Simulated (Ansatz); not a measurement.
# Y2CF2 monolayer: the cell at rest

Wanted: the relaxed cell of Y2CF2 monolayer.

Main program and level: Ansatz 0.2.0; DFT PBEsol, scalar-relativistic, plane waves, PAW.

## 1. Starting point

The cell holds 5 atoms: 1 C, 2 Y and 2 F. Its edges and angles: a = 3.600 Å, b = 3.600 Å, c = 20.000 Å, α = 90.0°, β = 90.0°, γ = 120.0°. Vacuum lies along c.

## 2. Probe on a coarse mesh

First a cheap look: the gap decides the mesh and the occupations, the pressure tells how far the cell has to move.

The program solves this slab on a cell height of its own, 33.2 Å, in place of the one typed.

The input, input.yaml:

```yaml
crystal:
  lattice:
    - [3.6, 0.0, 0.0]
    - [-1.8, 3.11769, 0.0]
    - [0.0, 0.0, 20.0]
  atoms:
    - { symbol: C, position: [0.0, 0.0, 0.5] }
    - { symbol: "Y", position: [0.333333, 0.666667, 0.56] }
    - { symbol: "Y", position: [0.666667, 0.333333, 0.44] }
    - { symbol: F, position: [0.666667, 0.333333, 0.6175] }
    - { symbol: F, position: [0.333333, 0.666667, 0.3825] }
  periodic: [true, true, false]
kpoints:
  mp_grid: { grid: [6, 6, 1] }
hamiltonian:
  xc: pbesol
scf:
  occupations: { method: gaussian, width: 0.1 }
output:
  forces: true
  stress: true
  eigenvalues: true
```

Command:

```
$ ansatz run input.yaml --threads 8 --pin off --max-ram 14336MiB --backend cpu --events-out ev --progress --plain --runs-dir out
```

Numbers of over 12 decimals in the logs are rounded to 6 here.

Output:

```text
[...]
k-point 1: bands = [... 16 lower, -9.6507, -5.8871, -5.6453, -5.3365, -2.4993, -1.4468 (-1.4468°), -0.9505, -0.9160, ... 1 higher]
  k-point 2: bands = [... 16 lower, -9.8281, -6.0832, -5.2863, -5.2176, -3.2400, -0.5823, -0.2351 (-0.2351°), -0.1250, ... 1 higher]
  k-point 6: bands = [... 16 lower, -9.7536, -5.8145, -5.8145, -5.0888, -1.6899, -1.1957, -1.1957, 0.8950, ... 1 higher]
  ° read free of the cell's end (the report's vacuum.weakly_bound_levels)
[key lines of the parts left out:]
SCF converged after 8 iterations
Free energy (F): -9443.686394 eV
Fermi energy:    -4.270583 eV
P = ½ c Tr σ = 0.1526 N/m
```

It took 0.9 s on 8 threads of Arm Neoverse V2, shared host; peak memory 0.73 GiB; 5.5 s of CPU time.

A gap read on the k-mesh alone can miss the band edges.

Numbers from this step:

```yaml
gap_on_the_k_mesh: 1.443 eV
direct_gap_on_mesh: 1.443 eV
area_per_atom: 2.245 Å²
```

The coarse mesh shows a gap of 1.44 eV.

## 3. Rough relaxation

A rough relaxation comes first, because large forces or stress need no tight tolerances yet.

The program solves this slab on a cell height of its own, 33.2 Å, in place of the one typed.

input.yaml: that of step 2 with these lines changed.

```diff
@@ -22 +22,6 @@
   eigenvalues: true
+relax:
+  adjacent_minimum: "off"
+  f_tol: 0.05
+  max_steps: 80
+  cell: { stress_2d_tol: 0.02 }
```

Output:

```text
[...]
Crystal: 5 atoms, lattice volume = 372.626 Å³
Basis set: ecut = 420 eV, 7203 PW (Γ), exchange–correlation on 50×50×450 points (8 copies of the dense FFT grid, shifted against one another)
Bands: 25, of which v1, the nominal top of the filled ones, is band 20 counted from 1 (19 counted from 0)
Symmetry: 12 space group operations
[...]
cell:  # Å, volume = 359.4656 Å³
    - [3.535854, 0, 0]
    - [-1.767927, 3.062139, 0]
    - [0, 0, 33.2]
  atoms:
    - { symbol: C, position: [0, 0, 0.301205] }
    - { symbol: Y, position: [0.333333, 0.666667, 0.342268] }
    - { symbol: Y, position: [0.666667, 0.333333, 0.260142] }
    - { symbol: F, position: [0.666667, 0.333333, 0.376899] }
    - { symbol: F, position: [0.333333, 0.666667, 0.225511] }
[key lines of the parts left out:]
SCF converged after 7 iterations
Free energy (F): -9444.185449 eV
Fermi energy:    -3.650870 eV
P = ½ c Tr σ = -0.0070 N/m
```

Run time: 8.1 s. Hardware: 8 threads; peak memory 0.76 GiB; 55 s of CPU time.

Relaxation path:

```tsv
step	energy less that of the first step (eV)	largest force component (eV/Å)	volume (Å³)
1	0.0000	3.1896	372.63
2	-0.3363	1.4398	372.39
3	-0.4800	0.3125	354.98
4	-0.5027	0.0206	361.41
5	-0.5037	0.0126	360.36
6	-0.5041	0.0013	359.90
7*	-0.4989	0.0011	359.90
8	-0.4992	0.0002	359.47
9*	-0.4991	0.0002	359.47
```

Relaxation steps marked * repeat the geometry before them on a plane-wave basis chosen anew for their cell, so energy and pressure can jump there.

The run keeps the 12 symmetry operations that it works with, so distortions that break them were not tested.

```tsv
cell as run	before	after	change
a (Å)	3.600	3.536	-1.8 %
b (Å)	3.600	3.536	-1.8 %
```

The atoms that moved most (Å, along periodic axes as changes of fractional coordinates times the final cell, across vacuum about the mean position):

```tsv
atom	dx	dy	dz	length
Y3	0.000	0.000	-0.163	0.163
Y2	0.000	0.000	0.163	0.163
F5	0.000	0.000	-0.163	0.163
F4	0.000	0.000	0.163	0.163
```

Final coordinates:

```
C Y F
1.0
     3.53585    0.00000    0.00000
    -1.76793    3.06214    0.00000
     0.00000    0.00000   33.20000
C Y F
1 2 2
Direct
  0.00000 0.00000 0.30120
  0.33333 0.66667 0.34227
  0.66667 0.33333 0.26014
  0.66667 0.33333 0.37690
  0.33333 0.66667 0.22551
```

Numbers from this step:

```
gap on the k-mesh  : 1.063 eV
direct gap on mesh : 1.233 eV
area per atom      : 2.165 Å²
```

The relaxation ends with a largest force component of 1.9e-4 eV/Å.

## 4. Bringing the structure to rest

The cell and atoms are relaxed, since residual forces and stress would shift the frequencies.

The input, input.yaml:

```yaml
crystal:
  lattice:
    - [3.5358539459, 0.0, 0.0]
    - [-1.767926973, 3.0621393413, 0.0]
    - [0.0, 0.0, 33.2]
  atoms:
    - { symbol: C, position: [0.0, 0.0, 0.3012048193] }
    - { symbol: "Y", position: [0.3333333333, 0.6666666667, 0.3422679961] }
    - { symbol: "Y", position: [0.6666666667, 0.3333333333, 0.2601416425] }
    - { symbol: F, position: [0.6666666667, 0.3333333333, 0.3768986372] }
    - { symbol: F, position: [0.3333333333, 0.6666666667, 0.2255110014] }
  periodic: [true, true, false]
kpoints:
  mp_grid: { grid: [9, 9, 1] }
hamiltonian:
  xc: pbesol
scf:
  occupations: { method: gaussian, width: 0.02 }
output:
  forces: true
  stress: true
  eigenvalues: true
  write_density: true
  write_potential: true
  elf: true
  volumetric_format: npy
relax:
  adjacent_minimum: "off"
  f_tol: 0.005
  max_steps: 80
  cell: { stress_2d_tol: 0.02 }
```

Output:

```text
[...]
Crystal: 5 atoms, lattice volume = 359.466 Å³
Basis set: ecut = 420 eV, 6969 PW (Γ), exchange–correlation on 48×48×450 points (8 copies of the dense FFT grid, shifted against one another)
Bands: 25, of which v1, the nominal top of the filled ones, is band 20 counted from 1 (19 counted from 0)
[... 1 set-up line as in the run before ...]
[...]
k-points: 12 of 81
[...]
SCF iter   1: F=—  HF=-9444.219369 eV  |F-HF|=—  |Δ(HF+E_count)|=         —  Δρ=6.01e-3  dr2=1.27e-1  ethr=1.77e-3  ⟨swp⟩=10.8  Hψ=2074  notcnv=0
[...]
SCF iter   8: F=-9444.191158 eV  HF=-9444.191158 eV  |F-HF|=2.45e-9  |Δ(HF+E_count)|=   9.53e-8  Δρ=1.90e-6  dr2=9.33e-9  ethr=2.50e-10  ⟨swp⟩=23.2  Hψ=3205  notcnv=0
SCF 1 converged in 8 iterations: F = -9444.191158 eV  dr2 = 9.33e-9
[...]
relax step   1: F+E_penalty+E_count = -9444.19115798 eV  Δ(F+E_penalty+E_count) = +0.000e0 eV  max|allowed force component| = 1.657e-2 eV/Å  Δτ_max = 0.0000 Å  P = -0.069 N/m  Ω = 359.466 Å³  fix = [c, alpha, beta]  reactions: c -0.000 N/m  (8 SCF iters, dr2 threshold 1.00e-7 eV, accepted)
Crystal: 5 atoms, lattice volume = 358.757 Å³
Basis set: ecut = 420 eV, 6945 PW (Γ), exchange–correlation on 48×48×450 points (8 copies of the dense FFT grid, shifted against one another)
[...]
SCF iter   7: F=-9444.190935 eV  HF=-9444.190935 eV  |F-HF|=9.64e-10  |Δ(HF+E_count)|=   2.22e-9  Δρ=1.06e-6  dr2=2.39e-9  ethr=4.29e-11  ⟨swp⟩=15.8  Hψ=2877  notcnv=0
SCF 2 converged in 7 iterations: F = -9444.190935 eV  dr2 = 2.39e-9
relax step   2: F+E_penalty+E_count = -9444.19093530 eV  Δ(F+E_penalty+E_count) = +2.227e-4 eV  max|allowed force component| = 9.757e-2 eV/Å  Δτ_max = 0.0092 Å  P = +0.003 N/m  Ω = 358.757 Å³  energy of the carried Pulay correction = +3.658e-4 eV  fix = [c, alpha, beta]  (7 SCF iters, dr2 threshold 1.72e-8 eV, rejected (line search))
Crystal: 5 atoms, lattice volume = 359.277 Å³
[...]
SCF iter  10: F=-9444.191289 eV  HF=-9444.191289 eV  |F-HF|=2.91e-11  |Δ(HF+E_count)|=  3.64e-12  Δρ=6.66e-9  dr2=7.90e-14  ethr=1.00e-12  ⟨swp⟩=10.6  Hψ=1975  notcnv=0
SCF 3 converged in 10 iterations: F = -9444.191289 eV  dr2 = 7.90e-14
relax step   3: F+E_penalty+E_count = -9444.19128911 eV  Δ(F+E_penalty+E_count) = -1.311e-4 eV  max|allowed force component| = 2.256e-3 eV/Å  Δτ_max = 0.0017 Å  P = -0.036 N/m  Ω = 359.277 Å³  energy of the carried Pulay correction = +9.735e-5 eV  fix = [c, alpha, beta]  reactions: c -0.000 N/m  (10 SCF iters, accepted)
[...]
relax step   4: F+E_penalty+E_count = -9444.19132270 eV  Δ(F+E_penalty+E_count) = -3.359e-5 eV  max|allowed force component| = 4.530e-3 eV/Å  Δτ_max = 0.0005 Å  P = -0.008 N/m  Ω = 359.215 Å³  energy of the carried Pulay correction = +1.293e-4 eV  fix = [c, alpha, beta]  reactions: c -0.000 N/m  (6 SCF iters, dr2 threshold 1.45e-9 eV, accepted)
[...]
SCF iter   8: F=-9444.191209 eV  HF=-9444.191209 eV  |F-HF|=5.46e-12  |Δ(HF+E_count)|=  2.18e-11  Δρ=3.33e-8  dr2=2.83e-12  ethr=1.00e-12  ⟨swp⟩=9.7  Hψ=1899  notcnv=0
SCF 5 converged in 8 iterations: F = -9444.191209 eV  dr2 = 2.83e-12
relax step   5: F+E_penalty+E_count = -9444.19120878 eV  Δ(F+E_penalty+E_count) = +1.139e-4 eV  max|allowed force component| = 4.524e-3 eV/Å  Δτ_max = 0.0000 Å  P = -0.011 N/m  Ω = 359.215 Å³  fix = [c, alpha, beta]  reactions: c -0.000 N/m  stress off target by 1.08e-2 N/m on what of the cell is left free  SCF on the basis re-selected at this cell (its energy is not comparable with the rows above)  (8 SCF iters)
[...]
WARN: The output density's exchange-correlation potential varies sharply where the density is thin. Do not read a vacuum level from v_tot or v_xc, or from such a field of the output density. On a cell that repeats whose density bears no net charge and no dipole along the vacuum's axis use v_es (v_loc + v_h of the components); under efield.dipole_correction with no amplitude use v_es + v_field, which holds any externa [...]
SCF converged after 8 iterations
Free energy (F): -9444.191209 eV
[...]
Internal energy: -9444.191209 eV  (E = F + TS)
E sigma→0 (E₀):  -9444.191209 eV
Fermi energy:    -3.630421 eV
[...]
--- Forces (eV/Å), atoms counted from 1 ---
  atom   1  C      0.00000000    -0.00000000     0.00000000
  atom   2  Y      0.00000000     0.00000000    -0.00452440
  atom   3  Y     -0.00000000    -0.00000000     0.00452440
  atom   4  F     -0.00000000     0.00000000     0.00319567
  atom   5  F      0.00000000    -0.00000000    -0.00319567
  max |Σ_I F_I| component: 4.63e-18 eV/Å
--- 2D stress c σ (N/m, compression-positive) ---
       -0.010811       0.000000      -0.000000
        0.000000      -0.010811      -0.000000
       -0.000000      -0.000000      -0.000000
  P = ½ c Tr σ = -0.0108 N/m
--- Band table (eV; the first three rows and the last of 12) ---
  k-point 0: bands = [... 16 lower, -9.8904, -5.7120, -4.1818, -4.1818, -1.3340 (-1.3340°), -1.1685, -1.0229, -1.0229, ... 1 higher]
  k-point 1: bands = [... 16 lower, -9.8135, -5.5583, -4.5518, -4.2299, -1.5022 (-1.5021°), -1.1468 (-1.1468°), -0.9671, -0.7774, ... 1 higher]
  k-point 2: bands = [... 16 lower, -9.8161, -5.3064, -5.1115, -4.3101, -2.1745, -0.8987 (-0.8987°), -0.4631 (-0.4631°), -0.2939, ... 1 higher]
  k-point 11: bands = [... 16 lower, -9.8272, -5.4427, -5.4427, -4.8258, -1.2250, -0.1628, -0.1628, 0.4738, ... 1 higher]
  ° read free of the cell's end (the report's vacuum.weakly_bound_levels)
--- Relaxed structure (4 steps of the walk, 3 accepted, 1 SCFs on fresh bases) ---
[...]
cell:  # Å, volume = 359.2149 Å³
    - [3.534621, 2.8857462617210152e-11, 0]
    - [-1.767310, 3.061071, 0]
    - [0, 0, 33.2]
  atoms:
    - { symbol: C, position: [0, 0, 0.3012048193] }
    - { symbol: Y, position: [0.333333, 0.666667, 0.342303] }
    - { symbol: Y, position: [0.666667, 0.333333, 0.260107] }
    - { symbol: F, position: [0.666667, 0.333333, 0.376933] }
    - { symbol: F, position: [0.333333, 0.666667, 0.225476] }
```

It took 6.5 s on 8 threads; peak memory 0.93 GiB.

Little changed from the start: no atom moved by 0.005 Å and no cell edge by 0.1 %.

This step gave:

```yaml
gap_on_the_k_mesh: 1.103 eV
direct_gap_on_mesh: 1.276 eV
area_per_atom: 2.164 Å²
```

Valence density in the ac plane at fractional y = 0.333, with atoms of Y and F within 0.2 Å of it. It is the smooth field of the valence electrons, not physical close to the nuclei.

Ten steps, logarithmic in the rise over the least value, from '_' (0.00 × 1e0 e/Å³) to '@' (5.19 × 1e0 e/Å³), each cell a mean:
```
____________________________
____________________________
____________________________
____________________________
____________________________
____________________________
____________________________
____________________________
____________________________
____________________________
____________________________
____________________________
____________________________
____________________________
....____..::==##@@@@@@##++--
----====------++##%%##**==--
--========----::::::::::----
----------==**##%%%%%%%%##++
::::----::::--==++****++==--
____________________________
____________________________
____________________________
____________________________
____________________________
```
Columns run along a (3.5 Å), rows up along c (33.2 Å). Atoms in or near the plane, at fractional coordinates: Y at (0.67, 0.26), F at (0.67, 0.38).

ELF in the ac plane at fractional y = 0.333, with atoms of Y and F within 0.2 Å of it. It is the smooth field of the valence electrons, not physical close to the nuclei.

Values, 24 rows by 14 columns, each cell a mean:
```
0.00 0.00 0.00 0.00 0.00 0.00 0.00 0.00 0.00 0.00 0.00 0.00 0.00 0.00
0.00 0.00 0.00 0.00 0.00 0.00 0.00 0.00 0.00 0.00 0.00 0.00 0.00 0.00
0.00 0.00 0.00 0.00 0.00 0.00 0.00 0.00 0.00 0.00 0.00 0.00 0.00 0.00
0.00 0.00 0.00 0.00 0.00 0.00 0.00 0.00 0.00 0.00 0.00 0.00 0.00 0.00
0.00 0.00 0.00 0.00 0.00 0.00 0.00 0.00 0.00 0.00 0.00 0.00 0.00 0.00
0.00 0.00 0.00 0.00 0.00 0.00 0.00 0.00 0.00 0.00 0.00 0.00 0.00 0.00
0.00 0.00 0.00 0.00 0.00 0.00 0.00 0.00 0.00 0.00 0.00 0.00 0.00 0.00
0.00 0.00 0.00 0.00 0.00 0.00 0.00 0.00 0.00 0.00 0.00 0.00 0.00 0.00
0.00 0.00 0.00 0.00 0.00 0.00 0.00 0.00 0.00 0.00 0.00 0.00 0.00 0.00
0.00 0.00 0.00 0.00 0.00 0.00 0.00 0.00 0.00 0.00 0.00 0.00 0.00 0.00
0.00 0.00 0.00 0.00 0.00 0.00 0.00 0.00 0.00 0.00 0.00 0.00 0.00 0.00
0.00 0.00 0.00 0.00 0.00 0.00 0.00 0.00 0.00 0.00 0.00 0.00 0.00 0.00
0.00 0.00 0.00 0.00 0.00 0.00 0.00 0.00 0.00 0.00 0.00 0.00 0.00 0.00
0.01 0.00 0.00 0.00 0.01 0.02 0.04 0.07 0.08 0.09 0.09 0.07 0.05 0.03
0.14 0.03 0.01 0.02 0.09 0.29 0.53 0.68 0.69 0.65 0.67 0.69 0.61 0.43
0.11 0.18 0.24 0.22 0.13 0.11 0.21 0.38 0.46 0.47 0.47 0.42 0.29 0.15
0.44 0.50 0.51 0.51 0.47 0.38 0.27 0.18 0.14 0.14 0.14 0.16 0.22 0.32
0.17 0.26 0.34 0.30 0.20 0.25 0.54 0.75 0.74 0.66 0.70 0.76 0.66 0.38
0.18 0.31 0.38 0.35 0.23 0.13 0.17 0.31 0.39 0.42 0.41 0.35 0.23 0.12
0.06 0.10 0.11 0.10 0.08 0.04 0.02 0.01 0.00 0.00 0.00 0.00 0.01 0.03
0.00 0.00 0.00 0.00 0.00 0.00 0.00 0.00 0.00 0.00 0.00 0.00 0.00 0.00
0.00 0.00 0.00 0.00 0.00 0.00 0.00 0.00 0.00 0.00 0.00 0.00 0.00 0.00
0.00 0.00 0.00 0.00 0.00 0.00 0.00 0.00 0.00 0.00 0.00 0.00 0.00 0.00
0.00 0.00 0.00 0.00 0.00 0.00 0.00 0.00 0.00 0.00 0.00 0.00 0.00 0.00
```
Columns run along a (3.5 Å), rows up along c (33.2 Å). Atoms in or near the plane, at fractional coordinates: Y at (0.67, 0.26), F at (0.67, 0.38).

Electrostatic potential energy in the ac plane at fractional y = 0.333, with atoms of Y and F within 0.2 Å of it. With pseudopotentials it is smooth inside the atoms' cores, unlike the true potential.

Ten even steps from '0' (-30 eV) to '9' (0 eV), each cell a mean:
```
99999999999999
99999999999999
99999999999999
99999999999999
99999999999999
99999999999999
99999999999999
99999999999999
99999999999999
99999999999999
99999999999999
99999999999999
99999999999999
99999999999999
99999995433589
76556787655677
88888888888888
78988620000014
89998875444567
99999999999999
99999999999999
99999999999999
99999999999999
99999999999999
```
Columns run along a (3.5 Å; values clipped at the 3rd and 97th percentile), rows up along c (33.2 Å). Atoms in or near the plane, at fractional coordinates: Y at (0.67, 0.26), F at (0.67, 0.38).

## 5. Relaxing to small forces for the phonons

Phonons need a cell at rest on their own settings, so the relaxation is repeated with tight tolerances on forces and stress on the k mesh and occupations of the first response run.

The input, input.yaml:

```yaml
crystal:
  lattice:
    - [3.5346207534, 0.0, 0.0]
    - [-1.7673103767, 3.0610713652, 0.0]
    - [0.0, 0.0, 33.2]
  atoms:
    - { symbol: C, position: [0.0, 0.0, 0.3012048193] }
    - { symbol: "Y", position: [0.3333333333, 0.6666666667, 0.3423028328] }
    - { symbol: "Y", position: [0.6666666667, 0.3333333333, 0.2601068058] }
    - { symbol: F, position: [0.6666666667, 0.3333333333, 0.3769333182] }
    - { symbol: F, position: [0.3333333333, 0.6666666667, 0.2254763204] }
  periodic: [true, true, false]
kpoints:
  mp_grid: { grid: [12, 12, 1] }
hamiltonian:
  xc: pbesol
scf:
  occupations: { method: fixed }
output:
  forces: true
  stress: true
  eigenvalues: true
relax:
  adjacent_minimum: "off"
  f_tol: 0.001
  max_steps: 60
  cell: { stress_2d_tol: 0.002 }
```

Output:

```text
[...]
Crystal: 5 atoms, lattice volume = 359.215 Å³
Basis set: ecut = 420 eV, 6969 PW (Γ), exchange–correlation on 48×48×450 points (8 copies of the dense FFT grid, shifted against one another)
Bands: 25, of which v1, the nominal top of the filled ones, is band 20 counted from 1 (19 counted from 0)
[... 1 set-up line as in the run before ...]
[...]
k-points: 19 of 144
[...]
cell:  # Å, volume = 359.1176 Å³
    - [3.534142, 0.0, 0]
    - [-1.767071, 3.060657, 0]
    - [0, 0, 33.2]
  atoms:
    - { symbol: C, position: [0, 0, 0.3012048193] }
    - { symbol: Y, position: [0.333333, 0.666667, 0.342306] }
    - { symbol: Y, position: [0.666667, 0.333333, 0.260104] }
    - { symbol: F, position: [0.666667, 0.333333, 0.376958] }
    - { symbol: F, position: [0.333333, 0.666667, 0.225452] }
[key lines of the parts left out:]
SCF converged after 7 iterations
Free energy (F): -9444.191689 eV
Fermi energy:    -4.187069 eV
P = ½ c Tr σ = -0.0011 N/m
```

The job ended after 9.6 s (8 threads; peak memory 0.97 GiB).

Little changed from the start: no atom moved by 0.005 Å and no cell edge by 0.1 %.

Numbers from this step:

```
gap on the k-mesh  : 1.062 eV
direct gap on mesh : 1.233 eV
area per atom      : 2.163 Å²
```

The largest force component left is 0.13 meV/Å, within the tolerances set.

## 6. Results

| Property | Result |
| --- | --- |
| space group after relaxation (within 0.01 Å) | P-3m1 |
| lattice constant a | 3.534 Å |
| lattice constant b | 3.534 Å |
| area per atom | 2.16 Å² |
| gap on the k-mesh | 1.06 eV |

The largest force component left is 0.13 meV/Å, within the tolerances set. The relaxation keeps the symmetry of its start, so it says nothing on stability against lower symmetry. The starting cell was built on a prototype and not taken from a measurement.

[Logs are printed without paths, hosts, clocks, repeated set-up lines and the standing remarks that a program may print on its own settings, such as how far it seeks lower states.]

[Hosts, paths, dates, database ids (printed as entryN), source tags and the programs' standing remarks are cut or masked in the printed files.]
